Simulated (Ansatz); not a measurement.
## The 1T-PtSe2 monolayer under a gate

How does the 1T-PtSe2 monolayer take up charge from its gate?

Main program and level: Ansatz 0.2.0; plane-wave DFT, PBE-D3(BJ), Ansatz PAW (set soft_1); PAW set soft_1, in the first sound run; inputs show where later runs differ.

**1. Starting point**

The cell holds 3 atoms: 2 Se and 1 Pt. Cell: a = 3.750 Å, b = 3.750 Å, c = 35.568 Å, α = 90.0°, β = 90.0°, γ = 120.0°. Vacuum lies along c.

As a file:

```cif
data_structure
_symmetry_space_group_name_H-M 'P 1'
_symmetry_Int_Tables_number 1
_cell_length_a 3.7500
_cell_length_b 3.7500
_cell_length_c 35.5677
_cell_angle_alpha 90.000
_cell_angle_beta 90.000
_cell_angle_gamma 120.000
_cell_volume 433.16
loop_
_atom_site_label
_atom_site_type_symbol
_atom_site_fract_x
_atom_site_fract_y
_atom_site_fract_z
_atom_site_occupancy
Se1 Se 0.66667 0.33333 0.46812 1
Pt2 Pt 0.00000 0.00000 0.50000 1
Se3 Se 0.33333 0.66667 0.53188 1
```

**2. Relaxing the slab**

The starting cell is a guess, so the in-plane lattice and the atoms are relaxed first, with the slab cut off from its images along the normal.

The input, input.yaml:

```yaml
crystal:
  lattice:
    - [3.75, 0.0, 0.0]
    - [-1.875, 3.2475952642, 0.0]
    - [0.0, 0.0, 35.5677177975]
  atoms:
    - { symbol: Se, position: [0.6666666667, 0.3333333333, 0.4681211231] }
    - { symbol: Pt, position: [0.0, 0.0, 0.5] }
    - { symbol: Se, position: [0.3333333333, 0.6666666667, 0.5318788769] }
  periodic: [true, true, false]
kpoints:
  mp_grid: { grid: [12, 12, 1] }
hamiltonian:
  xc: pbe
  dispersion: d3bj
  pseudopotentials: { kind: paw, azcp: { folder: soft_1 } }
scf:
  occupations: { method: fermi_dirac, width: 0.05 }
  convergence: { dr2_threshold: 1.0e-09 }
relax:
  f_tol: 0.004
  max_steps: 90
  cell: {}
output:
  write_potential: true
  write_density: true
  volumetric_format: npy
```

Started as:

```console
$ ansatz run input.yaml --threads 4 --pin off --max-ram 16384MiB --backend cpu --events-out ev --progress --plain --runs-dir out
```

Numbers of over 12 decimals in the logs are rounded to 6 here.

The log of the run:

```text
Warning: relax.cell: scf.convergence.dr2_threshold = 1e-9 eV is looser than the 1.99339654321e-10 eV advised for a relaxation that steers and ends on the stress (1e-10 eV for each atom of the cell: 3, times the square of relax.cell.stress_2d_tol = 0.05 N/m over 12.3 Å (the atoms' height at the walk's start and 5 Å past either face), 4.076e-2 GPa, over a crystal's default 0.05). What an SCF threshold leaves in a stress goes as its square root, and in the free energy as the threshold itself, and one threshold admits the most on a small cell: [figures from the program's tests cut] Set scf.convergence.dr2_threshold to 1.99339654321e-10 eV or tighter. [rest of the remark cut]
Engine: ansatz 0.2.0, x86_64-unknown-linux-gnu
Pseudopotentials: kind: paw
Pseudopotential: Se, paw, valence charge 16, recommended cutoff 420 eV (normal), soft_1/Se.paw.azcp
Pseudopotential: Pt, paw, valence charge 18, recommended cutoff 420 eV (normal), soft_1/Pt.paw.azcp
Functional definition: PBE
  parameter kappa = 0.804
  parameter beta = 0.066725
  exchange = pbe_x(kappa = kappa, mu = beta*pi^2/3)
  correlation = pbe_c(beta = beta)
Crystal: 3 atoms, lattice volume = 433.161 Å³
Basis set: ecut = 420 eV, 8519 PW (Γ), exchange–correlation on 54×54×480 points (8 copies of the dense FFT grid, shifted against one another)
Bands: 30, of which v1, the nominal top of the filled ones, is band 25 counted from 1 (24 counted from 0)
Symmetry: 12 space group operations
Space group: P-3m1 (ITA 164), of the structure as read, at distance tolerance 7.6e-5 Å
k-points: 19 of 144
Non-local potential: Se, projectors of the file, l = 0: 2, l = 1: 2, l = 2: 3, l = 3: 1
Non-local potential: Pt, projectors of the file, l = 0: 3, l = 1: 2, l = 2: 2, l = 3: 1
PAW form: soft (Blöchl's): semilocal exchange-correlation on the pseudo side does not see the compensation charge
PAW one-centre angular grid: Se, 590 points (default); XC on 64 Gauss nodes
PAW one-centre angular grid: Pt, 590 points (default); XC on 64 Gauss nodes
Initial density: superposition of atomic densities (neutral atoms: chi_scale 0, normalization atom)
Initial wavefunctions: pseudopotential atomic-orbital guess
Functional: x = pbe(κ = 0.804, μ = 0.219515), c = pbe(β = 0.066725)
SCF iter   1: F=—  HF=-23465.425204 eV  |F-HF|=—  |Δ(HF+E_count)|=         —  Δρ=3.02e-2  dr2=4.35e0  ethr=3.10e-3  ⟨swp⟩=14.0  Hψ=3670  notcnv=0
preconditioner: auto → Resta (q_TF=auto, 1.904 Å⁻¹)  ε∞=1.7  [insulator: Δε(μ)=1.630 eV  Ē_g=9.775 eV  σ=0.050 eV  W_gap=1.00  n_scr=20 (ndim 8)  ℏωp=8.4 eV  f_vac=0.827  D(μ)=0.00/eV (n_scr^D=0)  ε∞_Penn≈1.7  vacuum switching on, ρ_ref=6.9e-3 e/Å³]
SCF iter   2: F=—  HF=-23465.236080 eV  |F-HF|=—  |Δ(HF+E_count)|=   1.89e-1  Δρ=1.94e-2  dr2=3.02e0  ethr=3.10e-3  ⟨swp⟩=4.6  Hψ=1716  notcnv=0  defer=9
SCF iter   3: F=—  HF=-23464.617962 eV  |F-HF|=—  |Δ(HF+E_count)|=   6.18e-1  Δρ=7.13e-3  dr2=8.66e-2  ethr=3.10e-3  ⟨swp⟩=3.4  Hψ=1255  notcnv=0  defer=3
SCF iter   4: F=—  HF=-23464.605418 eV  |F-HF|=—  |Δ(HF+E_count)|=   1.25e-2  Δρ=6.20e-4  dr2=1.24e-3  ethr=1.73e-4  ⟨swp⟩=3.9  Hψ=1231  notcnv=0  defer=6
SCF iter   5: F=—  HF=-23464.604996 eV  |F-HF|=—  |Δ(HF+E_count)|=   4.22e-4  Δρ=2.01e-4  dr2=1.05e-4  ethr=2.49e-6  ⟨swp⟩=4.1  Hψ=1500  notcnv=0  defer=6
SCF iter   6: F=—  HF=-23464.605041 eV  |F-HF|=—  |Δ(HF+E_count)|=   4.46e-5  Δρ=3.75e-5  dr2=9.51e-6  ethr=2.10e-7  ⟨swp⟩=3.1  Hψ=1049  notcnv=0  defer=6
SCF iter   7: F=—  HF=-23464.605038 eV  |F-HF|=—  |Δ(HF+E_count)|=   3.04e-6  Δρ=8.37e-6  dr2=3.97e-7  ethr=1.90e-8  ⟨swp⟩=3.3  Hψ=1240  notcnv=0  defer=6
SCF iter   8: F=—  HF=-23464.605094 eV  |F-HF|=—  |Δ(HF+E_count)|=   5.59e-5  Δρ=3.11e-6  dr2=3.88e-8  ethr=7.94e-10  ⟨swp⟩=3.3  Hψ=1220  notcnv=0  defer=6
SCF iter   9: F=—  HF=-23464.605094 eV  |F-HF|=—  |Δ(HF+E_count)|=   5.89e-8  Δρ=5.37e-7  dr2=1.37e-9  ethr=7.76e-11  ⟨swp⟩=3.2  Hψ=1201  notcnv=0  defer=6
SCF iter  10: F=-23464.605094 eV  HF=-23464.605094 eV  |F-HF|=2.18e-11  |Δ(HF+E_count)|=   3.19e-9  Δρ=1.07e-7  dr2=7.65e-11  ethr=2.00e-12  ⟨swp⟩=12.4  Hψ=4205  notcnv=0
SCF 1 converged in 10 iterations: F = -23464.605094 eV  dr2 = 7.65e-11
  greatest PAW one-centre occupation: 1.000 electrons in one spin orbital (limit 2), on the Pt atom at site 1 (counted from 0), in its partial waves of l = 0
relax step   1: F+E_penalty+E_count = -23464.60509374 eV  Δ(F+E_penalty+E_count) = +0.000e0 eV  max|allowed force component| = 2.133e0 eV/Å  Δτ_max = 0.0000 Å  P = +5.449 N/m  Ω = 433.161 Å³  fix = [c, alpha, beta]  reactions: c +0.000 N/m  (10 SCF iters, accepted)
Crystal: 3 atoms, lattice volume = 434.382 Å³
Initial density: handed on by an earlier stage of this run
Initial wavefunctions: those handed on with the density
iter 1 solved again at ethr=1.25e-4 eV; its pass at ethr=3.10e-3 eV (dr2=6.23e-2 eV) is discarded
SCF iter   1: F=—  HF=-23464.945667 eV  |F-HF|=—  |Δ(HF+E_count)|=         —  Δρ=5.08e-3  dr2=6.36e-2  ethr=1.25e-4  ⟨swp⟩=2.7  Hψ=3803  notcnv=0
preconditioner: auto → Resta (q_TF=auto, 1.903 Å⁻¹)  ε∞=1.8  [insulator: Δε(μ)=1.344 eV  Ē_g=9.229 eV  σ=0.050 eV  W_gap=1.00  n_scr=20 (ndim 8)  ℏωp=8.4 eV  f_vac=0.819  D(μ)=0.00/eV (n_scr^D=0)  ε∞_Penn≈1.8  vacuum switching on, ρ_ref=6.2e-3 e/Å³]
SCF iter   2: F=—  HF=-23464.937017 eV  |F-HF|=—  |Δ(HF+E_count)|=   8.65e-3  Δρ=2.73e-3  dr2=2.41e-2  ethr=1.25e-4  ⟨swp⟩=4.5  Hψ=1311  notcnv=0
SCF iter   3: F=—  HF=-23464.938508 eV  |F-HF|=—  |Δ(HF+E_count)|=   1.49e-3  Δρ=1.78e-3  dr2=2.05e-2  ethr=4.81e-5  ⟨swp⟩=2.6  Hψ=899  notcnv=0
SCF iter   4: F=—  HF=-23464.935690 eV  |F-HF|=—  |Δ(HF+E_count)|=   2.82e-3  Δρ=4.21e-4  dr2=5.44e-4  ethr=4.10e-5  ⟨swp⟩=2.9  Hψ=1027  notcnv=0  defer=3
SCF iter   5: F=—  HF=-23464.935751 eV  |F-HF|=—  |Δ(HF+E_count)|=   6.17e-5  Δρ=1.05e-4  dr2=2.98e-5  ethr=1.09e-6  ⟨swp⟩=3.4  Hψ=1073  notcnv=0  defer=4
SCF iter   6: F=—  HF=-23464.935741 eV  |F-HF|=—  |Δ(HF+E_count)|=   1.07e-5  Δρ=1.70e-5  dr2=1.97e-6  ethr=5.96e-8  ⟨swp⟩=3.3  Hψ=1075  notcnv=0  defer=4
SCF iter   7: F=—  HF=-23464.935795 eV  |F-HF|=—  |Δ(HF+E_count)|=   5.44e-5  Δρ=5.59e-6  dr2=1.46e-7  ethr=3.94e-9  ⟨swp⟩=3.7  Hψ=1288  notcnv=0  defer=5
SCF iter   8: F=—  HF=-23464.935795 eV  |F-HF|=—  |Δ(HF+E_count)|=   1.37e-7  Δρ=1.92e-6  dr2=1.56e-8  ethr=2.92e-10  ⟨swp⟩=3.1  Hψ=1023  notcnv=0  defer=5
SCF iter   9: F=-23464.935795 eV  HF=-23464.935795 eV  |F-HF|=1.75e-9  |Δ(HF+E_count)|=   2.02e-8  Δρ=2.44e-7  dr2=2.60e-10  ethr=2.00e-12  ⟨swp⟩=11.1  Hψ=4883  notcnv=0
SCF 2 converged in 9 iterations: F = -23464.935795 eV  dr2 = 2.60e-10
[...]
SCF iter   2: F=—  HF=-23464.947144 eV  |F-HF|=—  |Δ(HF+E_count)|=   1.51e-4  Δρ=3.72e-4  dr2=4.83e-4  ethr=2.41e-6  ⟨swp⟩=3.4  Hψ=1081  notcnv=0
SCF iter   3: F=—  HF=-23464.947147 eV  |F-HF|=—  |Δ(HF+E_count)|=   2.66e-6  Δρ=2.45e-4  dr2=3.53e-4  ethr=9.65e-7  ⟨swp⟩=2.7  Hψ=881  notcnv=0
SCF iter   4: F=—  HF=-23464.947091 eV  |F-HF|=—  |Δ(HF+E_count)|=   5.59e-5  Δρ=5.41e-5  dr2=9.25e-6  ethr=7.06e-7  ⟨swp⟩=2.9  Hψ=848  notcnv=0
SCF iter   5: F=—  HF=-23464.947089 eV  |F-HF|=—  |Δ(HF+E_count)|=   1.79e-6  Δρ=1.46e-5  dr2=9.55e-7  ethr=1.85e-8  ⟨swp⟩=3.6  Hψ=1064  notcnv=0
SCF iter   6: F=—  HF=-23464.947146 eV  |F-HF|=—  |Δ(HF+E_count)|=   5.75e-5  Δρ=3.46e-6  dr2=1.10e-7  ethr=1.91e-9  ⟨swp⟩=3.1  Hψ=955  notcnv=0
SCF iter   7: F=—  HF=-23464.947146 eV  |F-HF|=—  |Δ(HF+E_count)|=   1.75e-8  Δρ=1.61e-6  dr2=2.36e-8  ethr=2.19e-10  ⟨swp⟩=3.7  Hψ=1107  notcnv=0
SCF iter   8: F=-23464.947146 eV  HF=-23464.947146 eV  |F-HF|=2.01e-9  |Δ(HF+E_count)|=   6.84e-9  Δρ=2.65e-7  dr2=3.38e-10  ethr=2.00e-12  ⟨swp⟩=11.3  Hψ=4816  notcnv=0
SCF 3 converged in 8 iterations: F = -23464.947146 eV  dr2 = 3.38e-10
relax step   3: F+E_penalty+E_count = -23464.94714641 eV  Δ(F+E_penalty+E_count) = -1.135e-2 eV  max|allowed force component| = 4.287e-2 eV/Å  Δτ_max = 0.0264 Å  P = -1.250 N/m  Ω = 434.013 Å³  energy of the carried Pulay correction = -3.834e-5 eV  fix = [c, alpha, beta]  reactions: c -0.000 N/m  (8 SCF iters, accepted)
[...]
relax step   4: F+E_penalty+E_count = -23464.95687000 eV  Δ(F+E_penalty+E_count) = -9.724e-3 eV  max|allowed force component| = 1.194e-2 eV/Å  Δτ_max = 0.0113 Å  P = -0.401 N/m  Ω = 427.304 Å³  energy of the carried Pulay correction = +2.655e-4 eV  fix = [c, alpha, beta]  reactions: c -0.000 N/m  (7 SCF iters, accepted)
[...]
relax step   5: F+E_penalty+E_count = -23464.95860371 eV  Δ(F+E_penalty+E_count) = -1.734e-3 eV  max|allowed force component| = 1.499e-3 eV/Å  Δτ_max = 0.0109 Å  P = +0.013 N/m  Ω = 423.217 Å³  energy of the carried Pulay correction = +4.529e-4 eV  fix = [c, alpha, beta]  reactions: c +0.000 N/m  (7 SCF iters, accepted)
Basis set: ecut = 420 eV, 8303 PW (Γ), exchange–correlation on 50×50×480 points (8 copies of the dense FFT grid, shifted against one another)
Initial wavefunctions: pseudopotential atomic-orbital guess (no wavefunctions were taken with the density)
iter 1 solved again at ethr=4.96e-7 eV; its pass at ethr=3.10e-3 eV (dr2=2.48e-4 eV) is discarded
SCF iter   1: F=—  HF=-23464.958181 eV  |F-HF|=—  |Δ(HF+E_count)|=         —  Δρ=1.88e-5  dr2=2.65e-7  ethr=4.96e-7  ⟨swp⟩=6.2  Hψ=5811  notcnv=0
eigensolver tolerance schedule: the retry pair's looser diagonalisation over-reported the residual by 933.38 of it (diagonalisation noise at 0.18 of the residual, at the tolerance the schedule requests for it); recorded, not acted on — ethr = c·dr2/N_el stays at c = 1.0e-1
preconditioner: auto → Resta (q_TF=auto, 1.911 Å⁻¹)  ε∞=1.8  [insulator: Δε(μ)=1.378 eV  Ē_g=9.365 eV  σ=0.050 eV  W_gap=1.00  n_scr=20 (ndim 8)  ℏωp=8.5 eV  f_vac=0.820  D(μ)=0.00/eV (n_scr^D=0)  ε∞_Penn≈1.8  vacuum switching on, ρ_ref=6.4e-3 e/Å³]
SCF iter   2: F=—  HF=-23464.958220 eV  |F-HF|=—  |Δ(HF+E_count)|=   3.86e-5  Δρ=9.26e-6  dr2=5.78e-8  ethr=5.30e-10  ⟨swp⟩=4.2  Hψ=1618  notcnv=0
SCF iter   3: F=—  HF=-23464.958220 eV  |F-HF|=—  |Δ(HF+E_count)|=   6.35e-8  Δρ=1.55e-6  dr2=1.45e-8  ethr=1.16e-10  ⟨swp⟩=3.1  Hψ=1213  notcnv=0
SCF iter   4: F=—  HF=-23464.958220 eV  |F-HF|=—  |Δ(HF+E_count)|=   1.21e-9  Δρ=9.41e-7  dr2=4.14e-9  ethr=2.91e-11  ⟨swp⟩=3.0  Hψ=998  notcnv=0
iter 5 met the thresholds in force, and the SCF goes on: an eigenvalue changes by 1.81 meV, over its tolerance of 1.05 meV (output.eigenvalues, Limitations)
SCF iter   5: F=-23464.958220 eV  HF=-23464.958220 eV  |F-HF|=7.35e-10  |Δ(HF+E_count)|=  3.57e-10  Δρ=2.58e-7  dr2=1.06e-10  ethr=2.00e-12  ⟨swp⟩=14.7  Hψ=4834  notcnv=0
SCF iter   6: F=-23464.958220 eV  HF=-23464.958220 eV  |F-HF|=2.18e-10  |Δ(HF+E_count)|=  7.49e-10  Δρ=6.02e-8  dr2=7.87e-12  ethr=1.00e-12  ⟨swp⟩=7.3  Hψ=3181  notcnv=0
SCF 6 converged in 6 iterations: F = -23464.958220 eV  dr2 = 7.87e-12
relax step   6: F+E_penalty+E_count = -23464.95821963 eV  Δ(F+E_penalty+E_count) = +3.841e-4 eV  max|allowed force component| = 1.730e-3 eV/Å  Δτ_max = 0.0000 Å  P = +0.010 N/m  Ω = 423.217 Å³  fix = [c, alpha, beta]  reactions: c +0.000 N/m  stress off target by 9.62e-3 N/m on what of the cell is left free  SCF on the basis re-selected at this cell (its energy is not comparable with the rows above)  (6 SCF iters)
basis re-selected at this cell: Δ(F+E_penalty+E_count) = +3.841e-4 eV, ΔP = -0.003 N/m vs the last step (what re-selecting the basis moved, of the pressure what is left beyond the Pulay correction that the steps carried, after the strain that the cell walked since its last selection, with what the two solves' SCF thresholds leave and, on support functions, any second-order correction that the steps lacked; it is no measure of the basis error at this ecutwfc). The dense FFT grid was sized anew with the basis: this SCF ran on 25×25×240 points, the steps before it on 27×27×240, so part of this shift can come from that change (see relax.cell in the input reference). [rest of the remark cut]
SCF converged after 6 iterations
an eigenvalue changed by more than its tolerance at an iteration that met the thresholds in force, so the SCF went on 1 time: the last check found none over its tolerance
Free energy (F): -23464.958220 eV
Harris-Foulkes:  -23464.958220 eV  (|F-HF|=2.18e-10)
Internal energy: -23464.958219 eV  (E = F + TS)
E sigma→0 (E₀):  -23464.958220 eV
Entropy (-TS):   -0.000000 eV (-0.000 meV/atom)
Fermi energy:    -4.942386 eV
--- Per-component energies (eV) ---
  E_band       = -1847.143882
  E_kinetic    = 816.442652
  E_local      = -150768.932244  (includes V_loc(G=0)·N_el)
  E_nonlocal   = -504.488084
  E_hartree    = 74878.212549
  E_xc         = -402.122413
  E_vxc        = -451.566202  (∫ρ·V_xc dr)
  E_paw        = -13744.469798  (= ΣΔE_a)
  E_vpaw       = -695.025981  (= ΣTr[D̂ρ^β])
  E_aug_tail   = 0.000388  (compensation charges beyond the density's cutoff)
  E_ewald      = 66261.294516
  E_disp       = -0.895785  (pairwise vdW)
  E_smearing   = -0.000000  (= −TS)
  E_closure    = 0.000000  (closes the sum)
  Σ components = -23464.958220   (vs F -23464.958220, Δ=0.00e0)
--- Forces (eV/Å), atoms counted from 1 ---
  atom   1  Se     0.00000000     0.00000000    -0.00173042
  atom   2  Pt     0.00000000    -0.00000000     0.00000000
  atom   3  Se    -0.00000000    -0.00000000     0.00173042
  max |Σ_I F_I| component: 1.16e-18 eV/Å
--- 2D stress c σ (N/m, compression-positive) ---
        0.009617      -0.000000       0.000000
       -0.000000       0.009617      -0.000000
        0.000000      -0.000000       0.000000
  P = ½ c Tr σ = 0.0096 N/m
--- Band table (eV; the first three rows and the last of 19) ---
  k-point 0: bands = [... 21 lower, -6.9570, -6.3269, -5.6529, -5.6529, -2.6903, -2.6903, -1.1482, -0.4467, ... 1 higher]
  k-point 1: bands = [... 21 lower, -7.1966, -6.1957, -5.7134, -5.6489, -3.1898, -2.8042, -0.8903, -0.3253, ... 1 higher]
  k-point 2: bands = [... 21 lower, -7.6444, -5.9413, -5.8562, -5.7194, -4.0192, -3.0107, -0.3481, -0.0403, ... 1 higher]
  k-point 18: bands = [... 21 lower, -8.1848, -7.9624, -6.6339, -6.6339, -3.8777, -3.8777, 0.3894, 2.4578, ... 1 higher]
  the weakly bound empty levels are not read free of the cell's end (no_gap_told)
--- Relaxed structure (5 steps of the walk, 5 accepted, 1 SCFs on fresh bases) ---
  F+E_penalty+E_count = -23464.95821963 eV   max|allowed force component| = 1.730e-3 eV/Å   (the final SCF, on the basis selected at the relaxed cell)
  cell:  # Å, volume = 423.2168 Å³
    - [3.706706, 0, 0]
    - [-1.853353, 3.210101, 0]
    - [0, 0, 35.5677177975]
  atoms:
    - { symbol: Se, position: [0.666667, 0.333333, 0.462761] }
    - { symbol: Pt, position: [0, 0, 0.500000] }
    - { symbol: Se, position: [0.333333, 0.666667, 0.537239] }
```

Elapsed: 20 s, on 4 threads of Intel Xeon Platinum 8488C (Sapphire Rapids), shared host; peak memory 0.9 GiB.

The steps of the relaxation:

| step | energy less that of the first step (eV) | largest force component (eV/Å) | volume (Å³) |
| --- | --- | --- | --- |
| 1 | 0.0000 | 2.1328 | 433.16 |
| 2 | -0.3307 | 0.3436 | 434.38 |
| 3 | -0.3421 | 0.0429 | 434.01 |
| 4 | -0.3518 | 0.0119 | 427.30 |
| 5 | -0.3535 | 0.0015 | 423.22 |
| 6* | -0.3531 | 0.0017 | 423.22 |

Relaxation steps marked * repeat the geometry before them on a plane-wave basis chosen anew for their cell, so energy and pressure can jump there.

Forces are held to the 12 operations that the run works with; a distortion that breaks them can't arise in this run.

| cell as run | before | after | change |
| --- | --- | --- | --- |
| a (Å) | 3.750 | 3.707 | -1.2 % |
| b (Å) | 3.750 | 3.707 | -1.2 % |

The atoms that moved most (Å, along periodic axes as changes of fractional coordinates times the final cell, across vacuum about the mean position):

| atom | dx | dy | dz | length |
| --- | --- | --- | --- | --- |
| Se3 | 0.000 | 0.000 | 0.191 | 0.191 |
| Se1 | 0.000 | 0.000 | -0.191 | 0.191 |

The relaxed structure:

```cif
data_structure
_symmetry_space_group_name_H-M 'P 1'
_symmetry_Int_Tables_number 1
_cell_length_a 3.7067
_cell_length_b 3.7067
_cell_length_c 35.5677
_cell_angle_alpha 90.000
_cell_angle_beta 90.000
_cell_angle_gamma 120.000
_cell_volume 423.22
loop_
_atom_site_label
_atom_site_type_symbol
_atom_site_fract_x
_atom_site_fract_y
_atom_site_fract_z
_atom_site_occupancy
Se1 Se 0.66667 0.33333 0.46276 1
Pt2 Pt 0.00000 0.00000 0.50000 1
Se3 Se 0.33333 0.66667 0.53724 1
```

The lattice constant a goes from 3.750 to 3.707 Å.

[end of part 1 of 3]

[Logs are printed without paths, hosts, clocks, repeated set-up lines and the standing remarks that a program may print on its own settings, such as how far it seeks lower states.]

[Hosts, paths, dates, database ids (printed as entryN), source tags and the programs' standing remarks are cut or masked in the printed files.]

[Maps of the electrostatic potential energy from Ansatz leave out the sawtooth potential of an applied field or a dipole correction, so their vacuum need not be flat; planar profiles and work functions include it.]
